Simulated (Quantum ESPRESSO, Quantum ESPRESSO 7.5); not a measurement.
# Al(111), 5 layers: k-mesh convergence

Which setting serves for Al(111), 5 layers? The runs below step through one kind of setting.

Calculated with Quantum ESPRESSO 7.5; plane-wave DFT, PBE, GBRV ultrasoft pseudopotentials.

### Step 1. Set-up

The cell holds 5 atoms: 5 Al. Its edges and angles: a = 2.864 Å, b = 2.864 Å, c = 25.353 Å, α = 90.0°, β = 90.0°, γ = 60.0°. It derives from Al. Vacuum lies along c.

### Step 2. Ground state: 26×26×1 points

The first run is the reference of the series.

File c0.in:

```
&control
  prefix = 'c0'
  outdir = './out'
  pseudo_dir = './pseudo'
  calculation = 'scf'
  tprnfor = .true.
/
&system
  ibrav = 0
  nat = 5
  ntyp = 1
  ecutwfc = 40
  ecutrho = 200
  occupations = 'smearing'
  smearing = 'mv'
  degauss = 0.02
  assume_isolated = 'esm'
  esm_bc = 'bc1'
/
&electrons
  conv_thr = 1e-07
  mixing_beta = 0.4
  electron_maxstep = 120
  mixing_mode = 'local-TF'
/
ATOMIC_SPECIES
  Al  26.9815  al_pbe_v1.uspp.F.UPF
CELL_PARAMETERS angstrom
  2.86378246380552 0.00000000000000 0.00000000000000
  1.43189123190276 2.48010836456797 0.00000000000000
  0.00000000000000 0.00000000000000 25.35307436087194
ATOMIC_POSITIONS crystal
  Al  0.666666666700 0.666666666700 -0.184456413998
  Al  0.000000000000 0.000000000000 -0.092228206999
  Al  0.333333333300 0.333333333300 0.000000000000
  Al  0.666666666700 0.666666666700 0.092228206999
  Al  0.000000000000 0.000000000000 0.184456413998
K_POINTS automatic
  26 26 1 0 0 0
```

Command:

```sh
$ OMP_NUM_THREADS=1 mpirun -n 4 pw.x -nk 4 -in c0.in > c0.out
```

The log of the run:

```text
Program PWSCF v.7.5 starts
[citation notice left out]

     Parallel version (MPI & OpenMP), running on       4 processor cores
     Number of MPI processes:                 4
     Threads/MPI process:                     1

     MPI processes distributed on     1 nodes
[...]
Current dimensions of program PWSCF are:
     Max number of different atomic species (ntypx) = 10
     Max number of k-points (npk) =  40000
     Max angular momentum in pseudopotentials (lmaxx) =  4
     Message from routine setup:
     using ibrav=0 with symmetry is DISCOURAGED, use correct ibrav instead

     K-points division:     npool     =       4
     Subspace diagonalization in iterative solution of the eigenvalue problem:
     a serial algorithm will be used

     G-vector sticks info
     --------------------
     sticks:   dense  smooth     PW     G-vecs:    dense   smooth      PW
     Sum         409     313    109                57983    41341    7633

     Using Slab Decomposition

     bravais-lattice index     =            0
     lattice parameter (alat)  =       5.4118  a.u.
     unit-cell volume          =    1215.1724 (a.u.)^3
     number of atoms/cell      =            5
     number of atomic types    =            1
     number of electrons       =        15.00
     number of Kohn-Sham states=           12
     kinetic-energy cutoff     =      40.0000  Ry
     charge density cutoff     =     200.0000  Ry
     scf convergence threshold =      1.0E-07
     mixing beta               =       0.4000
     number of iterations used =            8  local-TF  mixing
     Exchange-correlation= SLA  PW   PBE  PBE
                           (   1   4   3   4   0   0   0)

     Effective Screening Medium Method
     =================================
     Boundary Conditions: Vacuum-Slab-Vacuum
     total charge in unit cell        =   0.0000
     grid points for fit at edges     =        4

     celldm(1)=   5.411765  celldm(2)=   0.000000  celldm(3)=   0.000000
     celldm(4)=   0.000000  celldm(5)=   0.000000  celldm(6)=   0.000000

     crystal axes: (cart. coord. in units of alat)
               a(1) = (   1.000000   0.000000   0.000000 )
               a(2) = (   0.500000   0.866025   0.000000 )
               a(3) = (   0.000000   0.000000   8.853003 )

     reciprocal axes: (cart. coord. in units 2 pi/alat)
               b(1) = (  1.000000 -0.577350  0.000000 )
               b(2) = (  0.000000  1.154701  0.000000 )
               b(3) = (  0.000000  0.000000  0.112956 )

     PseudoPot. # 1 for Al read from file:
     ./pseudo/al_pbe_v1.uspp.F.UPF
     Pseudo is Ultrasoft + core correction, Zval =  3.0
     Generated by new atomic code, or converted to UPF format
     Using radial grid of  893 points,  3 beta functions with:
                l(1) =   0
                l(2) =   1
                l(3) =   2
     Q(r) pseudized with  8 coefficients,  rinner =    0.900   0.900   0.900
                                                       0.900   0.900

     atomic species   valence    mass     pseudopotential
     Al                3.00    26.98150     Al( 1.00)

     12 Sym. Ops., with inversion, found ( 6 have fractional translation)

   Cartesian axes

     site n.     atom                  positions (alat units)
         1        Al     tau(   1) = (   1.0000000   0.5773503  -1.6329932  )
         2        Al     tau(   2) = (   0.0000000   0.0000000  -0.8164966  )
         3        Al     tau(   3) = (   0.5000000   0.2886751   0.0000000  )
         4        Al     tau(   4) = (   1.0000000   0.5773503   0.8164966  )
         5        Al     tau(   5) = (   0.0000000   0.0000000   1.6329932  )

     number of k points=    70  Marzari-Vanderbilt smearing, width (Ry)=  0.0200
                       cart. coord. in units 2pi/alat
        k(    1) = (   0.0000000   0.0000000   0.0000000), wk =   0.0029586
        k(    2) = (   0.0000000   0.0444116   0.0000000), wk =   0.0177515
        k(    3) = (   0.0000000   0.0888231   0.0000000), wk =   0.0177515
        k(    4) = (   0.0000000   0.1332347   0.0000000), wk =   0.0177515
        k(    5) = (   0.0000000   0.1776462   0.0000000), wk =   0.0177515
        k(    6) = (   0.0000000   0.2220578   0.0000000), wk =   0.0177515
        k(    7) = (   0.0000000   0.2664694   0.0000000), wk =   0.0177515
        k(    8) = (   0.0000000   0.3108809   0.0000000), wk =   0.0177515
        k(    9) = (   0.0000000   0.3552925   0.0000000), wk =   0.0177515
        k(   10) = (   0.0000000   0.3997040   0.0000000), wk =   0.0177515
[...]
k(   70) = (   0.3076923  -0.5773503   0.0000000), wk =   0.0177515

     Dense  grid:    57983 G-vectors     FFT dimensions: (  27,  27, 216)

     Smooth grid:    41341 G-vectors     FFT dimensions: (  24,  24, 200)

     Estimated max dynamical RAM per process >      81.51 MB

     Estimated total dynamical RAM >     283.57 MB

     Initial potential from superposition of free atoms

     starting charge      14.9877, renormalised to      15.0000

     negative rho (up, down):  1.612E-04 0.000E+00
     Starting wfcs are   20 randomized atomic wfcs

     total cpu time spent up to now is        3.4 secs

     per-process dynamical memory:    54.9 Mb

     Self-consistent Calculation

     iteration #  1     ecut=    40.00 Ry     beta= 0.40
     Davidson diagonalization with overlap
     ethr =  1.00E-02,  avg # of iterations =  4.9

     negative rho (up, down):  6.790E-06 0.000E+00

     total cpu time spent up to now is        7.1 secs

     total energy              =     -33.33998000 Ry
     estimated scf accuracy    <       0.18471727 Ry

     iteration #  2     ecut=    40.00 Ry     beta= 0.40
[...]
negative rho (up, down):  4.093E-07 0.000E+00

[...]
total energy              =     -33.47853763 Ry
     estimated scf accuracy    <       0.18519208 Ry

     iteration #  3     ecut=    40.00 Ry     beta= 0.40
[...]
total energy              =     -33.46051960 Ry
     estimated scf accuracy    <       0.15344424 Ry

     iteration #  4     ecut=    40.00 Ry     beta= 0.40
[...]
total energy              =     -33.47062893 Ry
     estimated scf accuracy    <       0.01623198 Ry

     iteration #  5     ecut=    40.00 Ry     beta= 0.40
[...]
c_bands:  2 eigenvalues not converged
     c_bands:  2 eigenvalues not converged
     c_bands:  2 eigenvalues not converged
     c_bands:  3 eigenvalues not converged
     c_bands:  1 eigenvalues not converged
     c_bands:  1 eigenvalues not converged
     c_bands:  2 eigenvalues not converged
     c_bands:  3 eigenvalues not converged
     c_bands:  3 eigenvalues not converged
[...]
total energy              =     -33.48477091 Ry
     estimated scf accuracy    <       0.01345621 Ry

     iteration #  6     ecut=    40.00 Ry     beta= 0.40
[...]
c_bands:  2 eigenvalues not converged
     c_bands:  2 eigenvalues not converged
     c_bands:  1 eigenvalues not converged
     c_bands:  3 eigenvalues not converged
[...]
total energy              =     -33.48916337 Ry
     estimated scf accuracy    <       0.02915174 Ry

     iteration #  7     ecut=    40.00 Ry     beta= 0.40
[...]
total energy              =     -33.48689898 Ry
     estimated scf accuracy    <       0.03672486 Ry

     iteration #  8     ecut=    40.00 Ry     beta= 0.40
[...]
negative rho (up, down):  1.175E-04 0.000E+00

[...]
total energy              =     -33.49156604 Ry
     estimated scf accuracy    <       0.06128234 Ry

     iteration #  9     ecut=    40.00 Ry     beta= 0.40
[...]
c_bands:  1 eigenvalues not converged
     c_bands:  2 eigenvalues not converged
[...]
total energy              =     -33.47741159 Ry
     estimated scf accuracy    <       0.11607593 Ry

     iteration # 10     ecut=    40.00 Ry     beta= 0.40
[...]
negative rho (up, down):  2.436E-05 0.000E+00

[...]
total energy              =     -33.48243821 Ry
     estimated scf accuracy    <       0.00655043 Ry

     iteration # 11     ecut=    40.00 Ry     beta= 0.40
[...]
c_bands:  3 eigenvalues not converged
     c_bands:  1 eigenvalues not converged
[...]
negative rho (up, down):  9.259E-06 0.000E+00

[...]
total energy              =     -33.48771788 Ry
     estimated scf accuracy    <       0.01242761 Ry

     iteration # 12     ecut=    40.00 Ry     beta= 0.40
[...]
c_bands:  2 eigenvalues not converged
[...]
negative rho (up, down):  2.107E-05 0.000E+00

[...]
total energy              =     -33.48538270 Ry
     estimated scf accuracy    <       0.02045974 Ry

     iteration # 13     ecut=    40.00 Ry     beta= 0.40
[...]
negative rho (up, down):  8.233E-07 0.000E+00

[...]
total energy              =     -33.48267665 Ry
     estimated scf accuracy    <       0.01219309 Ry

     iteration # 14     ecut=    40.00 Ry     beta= 0.40
[...]
c_bands:  3 eigenvalues not converged
     c_bands:  1 eigenvalues not converged
[...]
negative rho (up, down):  1.247E-04 0.000E+00

[...]
total energy              =     -33.48342356 Ry
     estimated scf accuracy    <       0.00009418 Ry

[...]
iteration # 24     ecut=    40.00 Ry     beta= 0.40
[...]
c_bands:  1 eigenvalues not converged
[...]
negative rho (up, down):  1.400E-04 0.000E+00

[...]
total energy              =     -33.48424112 Ry
     estimated scf accuracy    <       0.00001464 Ry

     iteration # 25     ecut=    40.00 Ry     beta= 0.40
[...]
c_bands:  1 eigenvalues not converged
[...]
negative rho (up, down):  1.454E-04 0.000E+00

[...]
total energy              =     -33.48424020 Ry
     estimated scf accuracy    <       0.00001162 Ry

     iteration # 26     ecut=    40.00 Ry     beta= 0.40
[...]
c_bands:  1 eigenvalues not converged
[...]
negative rho (up, down):  1.648E-04 0.000E+00

[...]
total energy              =     -33.48423066 Ry
     estimated scf accuracy    <       0.00001236 Ry

     iteration # 27     ecut=    40.00 Ry     beta= 0.40
[...]
negative rho (up, down):  1.847E-04 0.000E+00

[...]
total energy              =     -33.48422233 Ry
     estimated scf accuracy    <       0.00000230 Ry

     iteration # 28     ecut=    40.00 Ry     beta= 0.40
[...]
negative rho (up, down):  1.719E-04 0.000E+00

[...]
total energy              =     -33.48422605 Ry
     estimated scf accuracy    <       0.00000022 Ry

     iteration # 29     ecut=    40.00 Ry     beta= 0.40
[...]
negative rho (up, down):  1.764E-04 0.000E+00

[...]
total energy              =     -33.48422556 Ry
     estimated scf accuracy    <       0.00000044 Ry

     iteration # 30     ecut=    40.00 Ry     beta= 0.40
[...]
negative rho (up, down):  1.854E-04 0.000E+00

[...]
total energy              =     -33.48422551 Ry
     estimated scf accuracy    <       0.00000021 Ry

     iteration # 31     ecut=    40.00 Ry     beta= 0.40
[...]
negative rho (up, down):  1.879E-04 0.000E+00

[...]
End of self-consistent calculation

          k = 0.0000 0.0000 0.0000 (  5293 PWs)   bands (ev):

   -14.9895 -14.2974 -13.1723 -11.6426  -9.7237  -7.6897  -5.2556  -2.8794
    -1.0646  -0.1020   0.0726   1.6095

          k = 0.0000 0.0444 0.0000 (  5283 PWs)   bands (ev):

   -14.9539 -14.2619 -13.1370 -11.6075  -9.6888  -7.6560  -5.2222  -2.8465
    -1.0309  -0.0673   0.1080   1.6495

          k = 0.0000 0.0888 0.0000 (  5283 PWs)   bands (ev):

   -14.8472 -14.1556 -13.0313 -11.5025  -9.5842  -7.5552  -5.1223  -2.7484
    -0.9297   0.0365   0.2134   1.8939

          k = 0.0000 0.1332 0.0000 (  5265 PWs)   bands (ev):

   -14.6695 -13.9785 -12.8552 -11.3277  -9.4102  -7.3871  -4.9565  -2.5866
    -0.7639   0.2080   0.3846   1.8871

          k = 0.0000 0.1776 0.0000 (  5241 PWs)   bands (ev):

   -14.4211 -13.7309 -12.6090 -11.0833  -9.1672  -7.1523  -4.7258  -2.3651
    -0.5420   0.4356   0.6140   1.5457

          k = 0.0000 0.2221 0.0000 (  5223 PWs)   bands (ev):

   -14.1021 -13.4131 -12.2930 -10.7699  -8.8560  -6.8511  -4.4332  -2.0989
    -0.3595   0.2455   0.6329   0.8440

[...]
the Fermi energy is    -4.1124 ev

!    total energy              =     -33.48422934 Ry
     estimated scf accuracy    <       0.00000005 Ry
     smearing contrib. (-TS)   =      -0.00004200 Ry
     internal energy E=F+TS    =     -33.48418734 Ry

     The total energy is F=E-TS. E is the sum of the following terms:
     one-electron contribution =     832.27372065 Ry
     hartree contribution      =    -415.26476396 Ry
     xc contribution           =     -21.28769473 Ry
     ewald contribution        =    -429.20544930 Ry

     convergence has been achieved in  31 iterations

     negative rho (up, down):  1.879E-04 0.000E+00

     Forces acting on atoms (cartesian axes, Ry/au):

     atom    1 type  1   force =     0.00000000    0.00000000   -0.00254336
     atom    2 type  1   force =     0.00000000    0.00000000    0.00265977
     atom    3 type  1   force =     0.00000000    0.00000000    0.00000000
     atom    4 type  1   force =    -0.00000000   -0.00000000   -0.00265977
     atom    5 type  1   force =     0.00000000    0.00000000    0.00254336

     Total force =     0.005204     Total SCF correction =     0.000163

[...]
=------------------------------------------------------------------------------=
   JOB DONE.
=------------------------------------------------------------------------------=
[...]
```

It took 2 min on 4 MPI ranks of Intel Xeon Platinum 8259CL at 2.50GHz (Skylake/Cascade Lake), shared host; peak memory 0.45 GiB; 7.9 min of CPU time.

This step gave:

- free energy: -455.5761 eV
- Fermi energy: -4.112 eV
- vacuum line at the lower end of the cell, over the Fermi level: 4.112 eV
- vacuum line at the upper end of the cell, over the Fermi level: 4.112 eV

The potential energy, planar mean oscillates, so the rows of the table below give means over windows of 2.35 Å about each position, cut where the curve ends. Its maxima inside the range that stand out by 2 % of the span (Å: eV): -3.5: -0.470, -1.2: -0.458, 1.2: -0.458, 3.5: -0.470. Its minima: -4.7: -14.1, -2.4: -14.2, 0.0: -14.2, 2.4: -14.2, 4.7: -14.1.

Electrostatic potential energy of an electron; zero at the Fermi level. The potential energy, planar mean by z; means over each step:

```
 z (Å)  potential energy, planar mean (eV)
-11.50                                4.11
 -9.15                                4.11
 -6.80                                3.29
 -4.46                               -6.62
 -2.11                               -6.71
  0.24                               -6.71
  2.59                               -6.71
  4.94                               -6.16
  7.29                                3.86
  9.64                                4.11
 11.99                                4.11
```

The program's own clock; routines nest. Time by routine:

```
     routine  wall time (s)  calls
       PWSCF          117.5      1
   electrons          113.6      1
     c_bands          87.76     31
     cegterg          62.08    559
       h_psi          53.65   3304
    vloc_psi          47.92   3304
        fftw          46.48  49140
    sum_band          11.78     31
     mix_rho          10.06     31
        ffts           4.91   3041
      calbec           3.92   3934
    init_run           3.23      1
h_psi:calbec           3.07   3304
    v_of_rho           2.44     32
```

The vacuum levels are read from the outermost 0.7 Å of the cell on either side.

The run needed 31 iterations to bring the estimated error under 1e-07 Ry; the largest force on any atom, held or free, is 0.07 eV/Å.

Inside the slab this potential holds the local part of the pseudopotentials, which can be repulsive at the nuclei; only its value in the vacuum has a meaning of its own.

(Continued in part 2 of 3.)

[Logs are printed without paths, hosts, clocks, repeated set-up lines and the standing remarks that a program may print on its own settings, such as how far it seeks lower states.]

[Hosts, paths, dates, database ids (printed as entryN), source tags and the programs' standing remarks are cut or masked in the printed files.]

[Maps of the electrostatic potential energy from Ansatz leave out the sawtooth potential of an applied field or a dipole correction, so their vacuum need not be flat; planar profiles and work functions include it.]
